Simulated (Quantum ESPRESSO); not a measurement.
# NaMnCl3: parallel and opposed starts, part 2 of 2

A self-consistent run ends on one state, which hangs on the start. Several orders of NaMnCl3 are started in Quantum ESPRESSO and their energies compared.

Quantum ESPRESSO 7.5; LDA; plane waves with GBRV 1.5 LDA potentials, no spin-orbit coupling.

So far: Set-up; Run 1 (ferro ++).

## Step 3: Run 2, typed as antiferro +−

File pw.in:

```
&CONTROL
  calculation = 'scf'
  prefix = 'pwscf'
  outdir = './tmp'
  pseudo_dir = './pseudo'
  disk_io = 'nowf'
/
&SYSTEM
  ibrav = 0
  nat = 10
  ntyp = 4
  ecutwfc = 40
  ecutrho = 280
  nbnd = 59
  occupations = 'smearing'
  smearing = 'fd'
  degauss = 0.00367493
  nspin = 2
  starting_magnetization(1) = 0
  starting_magnetization(2) = 0.3
  starting_magnetization(3) = -0.3
  starting_magnetization(4) = 0
/
&ELECTRONS
  conv_thr = 2d-08
  electron_maxstep = 150
  mixing_beta = 0.3
/
ATOMIC_SPECIES
Na     22.9898 na_lda_v1.5.uspp.F.UPF
Mn1    54.9380 mn_lda_v1.5.uspp.F.UPF
Mn2    54.9380 mn_lda_v1.5.uspp.F.UPF
Cl     35.4500 cl_lda_v1.4.uspp.F.UPF
CELL_PARAMETERS angstrom
   3.2955000000    1.9026578121    6.2090000000
  -3.2955000000    1.9026578121    6.2090000000
   0.0000000000   -3.8053156242    6.2090000000
ATOMIC_POSITIONS crystal
Na      0.1449000000    0.1449000000    0.1449000000
Na      0.8551000000    0.8551000000    0.8551000000
Mn1     0.3407000000    0.3407000000    0.3407000000
Mn2     0.6593000000    0.6593000000    0.6593000000
Cl      0.4490000000    0.7169000000    0.0672000000
Cl      0.0672000000    0.4490000000    0.7169000000
Cl      0.7169000000    0.0672000000    0.4490000000
Cl      0.5510000000    0.2831000000    0.9328000000
Cl      0.9328000000    0.5510000000    0.2831000000
Cl      0.2831000000    0.9328000000    0.5510000000
K_POINTS automatic
4 4 4 0 0 0
```

Command:

```console
$ OMP_NUM_THREADS=1 mpirun -n 4 pw.x -nk 4 -in pw.in > pw.out
```

What it wrote:

```text
[banner, memory and clock lines left out]
Program PWSCF v.7.5 starts

     Message from routine setup:
     using ibrav=0 with symmetry is DISCOURAGED, use correct ibrav instead

     bravais-lattice index     =            0
     lattice parameter (alat)  =      13.7616  a.u.
     unit-cell volume          =    1576.3459 (a.u.)^3
     number of atoms/cell      =           10
     number of atomic types    =            4
     number of electrons       =        90.00
     number of Kohn-Sham states=           59
     kinetic-energy cutoff     =      40.0000  Ry
     charge density cutoff     =     280.0000  Ry
     scf convergence threshold =      2.0E-08
     mixing beta               =       0.3000
     number of iterations used =            8  plain     mixing
     Exchange-correlation=  SLA  PZ   NOGX NOGC
                           (   1   1   0   0   0   0   0)

     celldm(1)=  13.761580  celldm(2)=   0.000000  celldm(3)=   0.000000
     celldm(4)=   0.000000  celldm(5)=   0.000000  celldm(6)=   0.000000

     crystal axes: (cart. coord. in units of alat)
               a(1) = (   0.452535   0.261271   0.852614 )
               a(2) = (  -0.452535   0.261271   0.852614 )
               a(3) = (   0.000000  -0.522542   0.852614 )

     reciprocal axes: (cart. coord. in units 2 pi/alat)
               b(1) = (  1.104888  0.637907  0.390955 )
               b(2) = ( -1.104888  0.637907  0.390955 )
               b(3) = ( -0.000000 -1.275814  0.390955 )

     PseudoPot. # 1 for Na read from file:
     na_lda_v1.5.uspp.F.UPF
     Pseudo is Ultrasoft, Zval =  9.0

     PseudoPot. # 2 for Mn read from file:
     mn_lda_v1.5.uspp.F.UPF
     Pseudo is Ultrasoft + core correction, Zval = 15.0

     PseudoPot. # 3 for Mn read from file:
     mn_lda_v1.5.uspp.F.UPF
     Pseudo is Ultrasoft + core correction, Zval = 15.0

     PseudoPot. # 4 for Cl read from file:
     cl_lda_v1.4.uspp.F.UPF
     Pseudo is Ultrasoft + core correction, Zval =  7.0

     atomic species   valence    mass     pseudopotential
     Na                9.00    22.98980     Na( 1.00)
     Mn1              15.00    54.93800     Mn( 1.00)
     Mn2              15.00    54.93800     Mn( 1.00)
     Cl                7.00    35.45000     Cl( 1.00)

     Starting magnetic structure
     atomic species   magnetization
     Na              0.000
     Mn1             0.300
     Mn2            -0.300
     Cl              0.000

      3 Sym. Ops. (no inversion) found

   Cartesian axes

     site n.     atom                  positions (alat units)
         1        Na     tau(   1) = (  -0.0000000   0.0000000   0.3706311  )
         2        Na     tau(   2) = (  -0.0000000   0.0000000   2.1872095  )
         3        Mn1    tau(   3) = (   0.0000000   0.0000000   0.8714563  )
         4        Mn2    tau(   4) = (  -0.0000000  -0.0000000   1.6863843  )
         5        Cl     tau(   5) = (  -0.1212340   0.2695011   1.0513577  )
         6        Cl     tau(   6) = (  -0.1727777  -0.2397423   1.0513577  )
         7        Cl     tau(   7) = (   0.2940118  -0.0297588   1.0513577  )
         8        Cl     tau(   8) = (   0.1212340  -0.2695011   1.5064828  )
         9        Cl     tau(   9) = (   0.1727777   0.2397423   1.5064828  )
        10        Cl     tau(  10) = (  -0.2940118   0.0297588   1.5064828  )

     number of k points=    14  Fermi-Dirac smearing, width (Ry)=  0.0037
                       cart. coord. in units 2pi/alat
        k(    1) = (   0.0000000   0.0000000   0.0000000), wk =   0.0156250
        k(    2) = (  -0.0000000  -0.3189536   0.0977387), wk =   0.0937500
        k(    3) = (   0.0000000   0.6379072  -0.1954774), wk =   0.0468750
        k(    4) = (  -0.2762219  -0.1594768   0.1954774), wk =   0.0937500
        k(    5) = (  -0.2762219   0.7973840  -0.0977387), wk =   0.0937500
        [... 9 further k-points ...]

     Dense  grid:   124791 G-vectors     FFT dimensions: (  75,  75,  75)

     Smooth grid:    53855 G-vectors     FFT dimensions: (  60,  60,  60)

     Check: negative core charge=   -0.000017
     Generating pointlists ...
     new r_m :   0.1540 (alat units)  2.1192 (a.u.) for type    1
     new r_m :   0.1427 (alat units)  1.9639 (a.u.) for type    2
     new r_m :   0.1427 (alat units)  1.9639 (a.u.) for type    3
     new r_m :   0.1427 (alat units)  1.9639 (a.u.) for type    4

     Initial potential from superposition of free atoms

     starting charge      88.9888, renormalised to      90.0000

     negative rho (up, down):  4.473E-02 4.473E-02
     Starting wfcs are   60 randomized atomic wfcs

     Self-consistent Calculation

     iteration #  1     ecut=    40.00 Ry     beta= 0.30
     Davidson diagonalization with overlap
     ethr =  1.00E-02,  avg # of iterations =  6.1

     Threshold (ethr) on eigenvalues was too large:
     Diagonalizing with lowered threshold

     Davidson diagonalization with overlap
     ethr =  3.26E-04,  avg # of iterations =  5.7

     negative rho (up, down):  4.465E-02 4.465E-02

     total energy              =    -813.23537380 Ry
     estimated scf accuracy    <       0.29477662 Ry

     total magnetization       =     0.00 Bohr mag/cell
     absolute magnetization    =     9.46 Bohr mag/cell

     iteration #  2     ecut=    40.00 Ry     beta= 0.30
     Davidson diagonalization with overlap
     ethr =  3.28E-04,  avg # of iterations =  2.2

     negative rho (up, down):  4.413E-02 4.413E-02

     total energy              =    -813.25463766 Ry
     estimated scf accuracy    <       0.06026659 Ry

     total magnetization       =     0.00 Bohr mag/cell
     absolute magnetization    =     9.39 Bohr mag/cell

     [... further iterations left out ...]

     iteration # 10     ecut=    40.00 Ry     beta= 0.30
     Davidson diagonalization with overlap
     ethr =  1.83E-10,  avg # of iterations =  2.9

     negative rho (up, down):  4.279E-02 4.279E-02

     total energy              =    -813.26473157 Ry
     estimated scf accuracy    <       0.00000003 Ry

     total magnetization       =    -0.00 Bohr mag/cell
     absolute magnetization    =     9.45 Bohr mag/cell

     iteration # 11     ecut=    40.00 Ry     beta= 0.30
     Davidson diagonalization with overlap
     ethr =  3.71E-11,  avg # of iterations =  2.9

     negative rho (up, down):  4.278E-02 4.278E-02

     Magnetic moment per site  (integrated on atomic sphere of radius R)
     atom   1 (R=0.154)  charge=  8.1044  magn= -0.0020
     atom   2 (R=0.154)  charge=  8.1044  magn=  0.0020
     atom   3 (R=0.143)  charge= 13.0339  magn=  4.3089
     atom   4 (R=0.143)  charge= 13.0339  magn= -4.3089
     atom   5 (R=0.143)  charge=  5.5250  magn=  0.0042
     atom   6 (R=0.143)  charge=  5.5250  magn=  0.0042
     atom   7 (R=0.143)  charge=  5.5250  magn=  0.0042
     atom   8 (R=0.143)  charge=  5.5250  magn= -0.0042
     atom   9 (R=0.143)  charge=  5.5250  magn= -0.0042
     atom  10 (R=0.143)  charge=  5.5250  magn= -0.0042

     End of self-consistent calculation

     [... lines left out ...]
     the Fermi energy is     4.4204 ev

!    total energy              =    -813.26473158 Ry
     estimated scf accuracy    <       0.00000001 Ry
     smearing contrib. (-TS)   =      -0.00000000 Ry
     internal energy E=F+TS    =    -813.26473158 Ry

     The total energy is F=E-TS. E is the sum of the following terms:
     one-electron contribution =    -558.71990308 Ry
     hartree contribution      =     303.30259774 Ry
     xc contribution           =    -137.08544719 Ry
     ewald contribution        =    -420.76197905 Ry

     total magnetization       =     0.00 Bohr mag/cell
     absolute magnetization    =     9.45 Bohr mag/cell

     convergence has been achieved in  11 iterations
```

Elapsed: 79 s, on 4 MPI ranks of Intel Xeon Platinum 8488C (Sapphire Rapids), shared host; peak memory 1.2 GiB; 5.2 min of CPU time.

Spin moment in the atom's sphere by atom:

| atom | spin moment in the atom's sphere (μB) |
| --- | --- |
| Na1 | 0.00 |
| Na2 | 0.00 |
| Mn3 | 4.31 |
| Mn4 | -4.31 |
| Cl5 | 0.00 |
| Cl6 | 0.00 |
| Cl7 | 0.00 |
| Cl8 | 0.00 |
| Cl9 | 0.00 |
| Cl10 | 0.00 |

This step gave:

```
smearing term TS       : 8.68e-10 eV
magnetization          : 0 μB
absolute magnetization : 9.455 μB
final state            : antiferromagnetic
```

## Step 4: Energies of the orders

An order is kept where moments of 0.15 μB or more survive with the typed signs; meshes match where a doubled cell samples the same k points as the first cell.

Orders:

| start | final state | typed order kept | energy over the lowest (meV a seeded atom) | largest site moment (μB) | net moment (μB a cell of the first run) | mesh matched | CPU time (s) |
| --- | --- | --- | --- | --- | --- | --- | --- |
| ferro ++ | ferromagnetic | yes | 8.147 | 4.326 | 10 | yes | 345.3 |
| antiferro +- | antiferromagnetic | yes | 0 | 4.309 | 0 | yes | 313.7 |

## Step 5: Results

| Quantity | Value |
| --- | --- |
| lowest state found | antiferromagnetic (from antiferro +-) |
| largest site moment | 4.31 μB |
| next state with moments | ferromagnetic, 8.15 meV a seeded atom higher |

Only these 2 starts were compared; other wavevectors, canted and longer-period orders were not. No Hubbard term acts here. In such compounds local and semilocal functionals without one often delocalise the d electrons, and can shrink or lose moments and miss the size, sign and order of the couplings.

[Logs and program files are shortened in this print: banners, set-up blocks, solver, clock and traceback lines can be left out without a mark of their own.]

[Logs are printed without paths, hosts, clocks, repeated set-up lines and the standing remarks that a program may print on its own settings, such as how far it seeks lower states.]

[Hosts, paths, dates, database ids (printed as entryN), source tags and the programs' standing remarks are cut or masked in the printed files.]

[Where a cell is said to come from a database of computed structures, the database is the Materials Project.]
